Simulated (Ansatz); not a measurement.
# Bands, cutoff and cost in G0W0 for GaN (F-43m), part 2 of 2

Wanted: a G0W0 gap for GaN (F-43m) that is converged in bands and cutoff, or an estimate of the limit.

Ansatz 0.2.0; G0W0 on PBE, plane waves, PAW. Known limits of the many-body steps: not at the basis limit; no spin-orbit coupling.

So far. Step 2 (95 empty bands, screening to 150 eV): The gap on the mesh goes from 1.73 eV to 2.85 eV, a correction of +1.12 eV. Between the two edge states, bare exchange in place of the xc potential would open the gap by 7.59 eV, and correlation takes back 6.47 eV. Step 3 (205 empty bands, screening to 250 eV): Against the run with 10×10×10 mesh, 95 empty bands, screening to 150 eV, hard PAW files, the gap moves by +0.03 eV.

## (4) 384 empty bands, screening to 380 eV

input.yaml

```yaml
crystal:
  lattice:
    - [0.0, 2.2535006075, 2.2535006075]
    - [2.2535006075, 0.0, 2.2535006075]
    - [2.2535006075, 2.2535006075, 0.0]
  atoms:
    - { symbol: Ga, position: [0.0, 0.0, 0.0] }
    - { symbol: "N", position: [0.75, 0.75, 0.75] }
kpoints:
  mp_grid: { grid: [10, 10, 10] }
hamiltonian:
  xc: pbe
  pseudopotentials: { kind: paw, source: ansatz }
scf:
  occupations: { method: fixed }
gw:
  n_empty_bands: 384
  ecut_chi: 380
  qp_bands: [v2, c2]
  qp_kpoints: band_edges
  screening: { model: contour_deformation }
```

Command:

```
$ ansatz run input.yaml --threads 3 --pin off --max-ram 92160MiB --backend cuda --events-out ev --progress --plain --runs-dir out --devices 1 --max-vram 13GiB
```

Numbers of over 12 decimals in the logs are rounded to 6 here.

The log of the run:

```text
GPUs: using 1 of 1 available (devices: 1).
[...]
GPU FFT provider: cuFFT
GPU libraries: cuBLAS 13.8.2, cuFFT 12.4.0, cuSOLVER 12.3.4
Crystal: 2 atoms, lattice volume = 22.888 Å³
Basis set: ecut = 1020 eV, 1687 PW (Γ)
Bands: 17, of which v1, the nominal top of the filled ones, is band 13 counted from 1 (12 counted from 0)
Symmetry: 24 space group operations
[...]
k-points: 47 of 1000 (time reversal used)
[...]
1    15     20.8652    -8.0000    -5.4956   -13.9997  0.7968    21.3731    21.3692  root
[...]
46    12      7.4626   -21.5868     3.6785   -16.7404  0.7443     6.2564     6.2947  root
    46    13      7.4924   -19.6434     3.2944   -15.2413  0.7475     6.3498     6.3848  root
    46    14     16.8784    -9.6528    -4.5663   -14.4742  0.7960    17.1344    17.1336  root
    46    15     19.2526   -11.3063    -5.9889   -18.0088  0.7672    19.9749    19.9662  root
[key lines of the parts left out:]
SCF converged after 7 iterations
Free energy (F): -8798.883441 eV
Fermi energy:    11.048649 eV
```

Wall time 7.9 min (1 × NVIDIA H100 80GB HBM3 (shared by 6 runs) with 3 threads of AMD EPYC 7R13 (Zen 3), shared host); peak memory 3.7 GiB.

Numbers from this step:

```yaml
bands_summed: 397
rpa_eps_infinity_on_this_mesh_eigenvalues: 5.743, 5.743, 5.743
plane_waves_in_the_screening_matrix: 387
g0w0_gap_on_the_mesh: 2.913 eV
k_of_the_valence_top: 0, 0, 0
k_of_the_conduction_bottom: 0, 0, 0
starting_gap_on_the_mesh: 1.734 eV
least_direct_g0w0_gap_on_the_computed_points: 2.913 eV
```

Against the run with 10×10×10 mesh, 205 empty bands, screening to 250 eV, hard PAW files, the gap moves by +0.03 eV.

## (5) Changing the k mesh: 12×12×12 mesh, 95 empty bands, screening to 150 eV, hard PAW files

Only the mesh changes. It samples the long-range screening, which converges on its own terms. Bands and cutoff differ from the step before, so it is read against an earlier run that matches them.

input.yaml, as its differences from that of step 4:

```diff
@@ -9,3 +9,3 @@
 kpoints:
-  mp_grid: { grid: [10, 10, 10] }
+  mp_grid: { grid: [12, 12, 12] }
 hamiltonian:
@@ -16,4 +16,4 @@
 gw:
-  n_empty_bands: 384
-  ecut_chi: 380
+  n_empty_bands: 95
+  ecut_chi: 150
   qp_bands: [v2, c2]
```

The log of the run:

```text
GPUs: using 1 of 1 available (devices: 1).
[...]
GPU FFT provider: cuFFT
GPU libraries: cuBLAS 13.8.2, cuFFT 12.4.0, cuSOLVER 12.3.4
Crystal: 2 atoms, lattice volume = 22.888 Å³
Basis set: ecut = 1020 eV, 1687 PW (Γ)
Bands: 17, of which v1, the nominal top of the filled ones, is band 13 counted from 1 (12 counted from 0)
Symmetry: 24 space group operations
[...]
k-points: 72 of 1728 (time reversal used)
[...]
1    15     20.9974    -7.9578    -5.3272   -13.9576  0.7984    21.6769    21.6700  root
[...]
71    12      7.3587   -21.6882     3.9541   -16.7693  0.7453     6.3692     6.3939  root
    71    13      7.4147   -19.5146     3.5173   -15.1041  0.7486     6.4996     6.5215  root
    71    14     17.2695    -9.8074    -4.4634   -14.7633  0.7925    17.7656    17.7620  root
    71    15     19.4423   -11.5737    -5.8290   -18.5164  0.7617    20.5796    20.5561  root
[key lines of the parts left out:]
SCF converged after 7 iterations
Free energy (F): -8798.883507 eV
Fermi energy:    11.048525 eV
```

Elapsed: 5.6 min, on 1 × NVIDIA H100 80GB HBM3 (shared by 6 runs) with 3 threads; peak memory 1.7 GiB; 10 min of CPU time.

This step gave:

* bands summed: 108
* RPA ε∞ on this mesh (eigenvalues): 5.697, 5.697, 5.697
* plane waves in the screening matrix: 113
* G0W0 gap on the mesh: 2.847 eV
* k of the valence top: 0, 0, 0
* k of the conduction bottom: 0, 0, 0
* starting gap on the mesh: 1.734 eV
* least direct G0W0 gap on the computed points: 2.847 eV

Against the run with 10×10×10 mesh, 95 empty bands, screening to 150 eV, hard PAW files, the gap moves by −0.002 eV.

## (6) The runs together

Times are wall times on 1 × NVIDIA H100 80GB HBM3 (shared by 6 runs) with 3 threads of AMD EPYC 7R13 (Zen 3), shared host, good to a factor of about two.

```csv
mesh,files,frequency,bands summed,cutoff (eV),start (eV),G0W0 (eV),time,host memory (GiB)
10×10×10,hard PAW,contour deformation,108,150,1.734,2.849,95 s,1.4
10×10×10,hard PAW,contour deformation,218,250,1.734,2.884,3.2 min,2.0
10×10×10,hard PAW,contour deformation,397,380,1.734,2.913,7.9 min,3.7
12×12×12,hard PAW,contour deformation,108,150,1.734,2.847,5.6 min,1.7
```

The parts of the quasiparticle energy at the two band edges (eV; QP = start + Σx + Σc − Vxc):

```csv
run,edge,start,Σx,Σc,Vxc,Z,QP
108 bands,valence top,11.05,-23.81,2.92,-20.27,0.77,10.42
108 bands,conduction bottom,12.78,-11.65,-3.55,-15.69,0.81,13.27
218 bands,valence top,11.05,-23.81,2.69,-20.27,0.77,10.19
218 bands,conduction bottom,12.78,-11.65,-3.75,-15.69,0.81,13.07
397 bands,valence top,11.05,-23.81,2.56,-20.27,0.77,10.06
397 bands,conduction bottom,12.78,-11.65,-3.84,-15.69,0.81,12.98
```

## (7) Summary of results

```yaml
108_bands_150_ev: 2.849 eV
218_bands_250_ev: 2.884 eV
397_bands_380_ev: 2.913 eV
estimated_limit_in_bands_and_cutoff: 2.95 eV
mesh_and_start: 10×10×10, PBE
```

What this shows: A line in one over the bands through the two highest rungs gives 2.95 eV, +0.04 eV from the top rung; the pair below gives 2.92 eV, so the estimate is still climbing. The rungs stand 0.10 eV (108 bands), 0.06 eV (218 bands) and 0.04 eV (397 bands) from it. From 108 to 397 bands the gap moves by +0.06 eV while the time grows 5.0-fold. Σc changes by −0.36 eV at the valence top and −0.30 eV at the conduction bottom, so the levels themselves move more than the gap between them. On the 12×12×12 mesh in place of 10×10×10 the gap differs by −0.002 eV, of which +0.00 eV is already in the start. The cheapest rung within 0.1 eV of this estimate is that with 108 bands (95 s). Gaps are over the mesh's points; an edge off the mesh would be missed. The many-body steps are scalar-relativistic: spin-orbit coupling is not in them.

[Paths, hosts, dates, memory and timing lines, banners, echoed tables and standing remarks are left out of the program output.]

[Logs are printed without paths, hosts, clocks, repeated set-up lines and the standing remarks that a program may print on its own settings, such as how far it seeks lower states.]

[Runs of the session that timed out or met a known fault of the program may be left out.]

[Cells called generated may have been cut or substituted from an entry of the Crystallography Open Database or the Materials Project.]

[Hosts, paths, dates, database ids (printed as entryN), source tags and the programs' standing remarks are cut or masked in the printed files.]
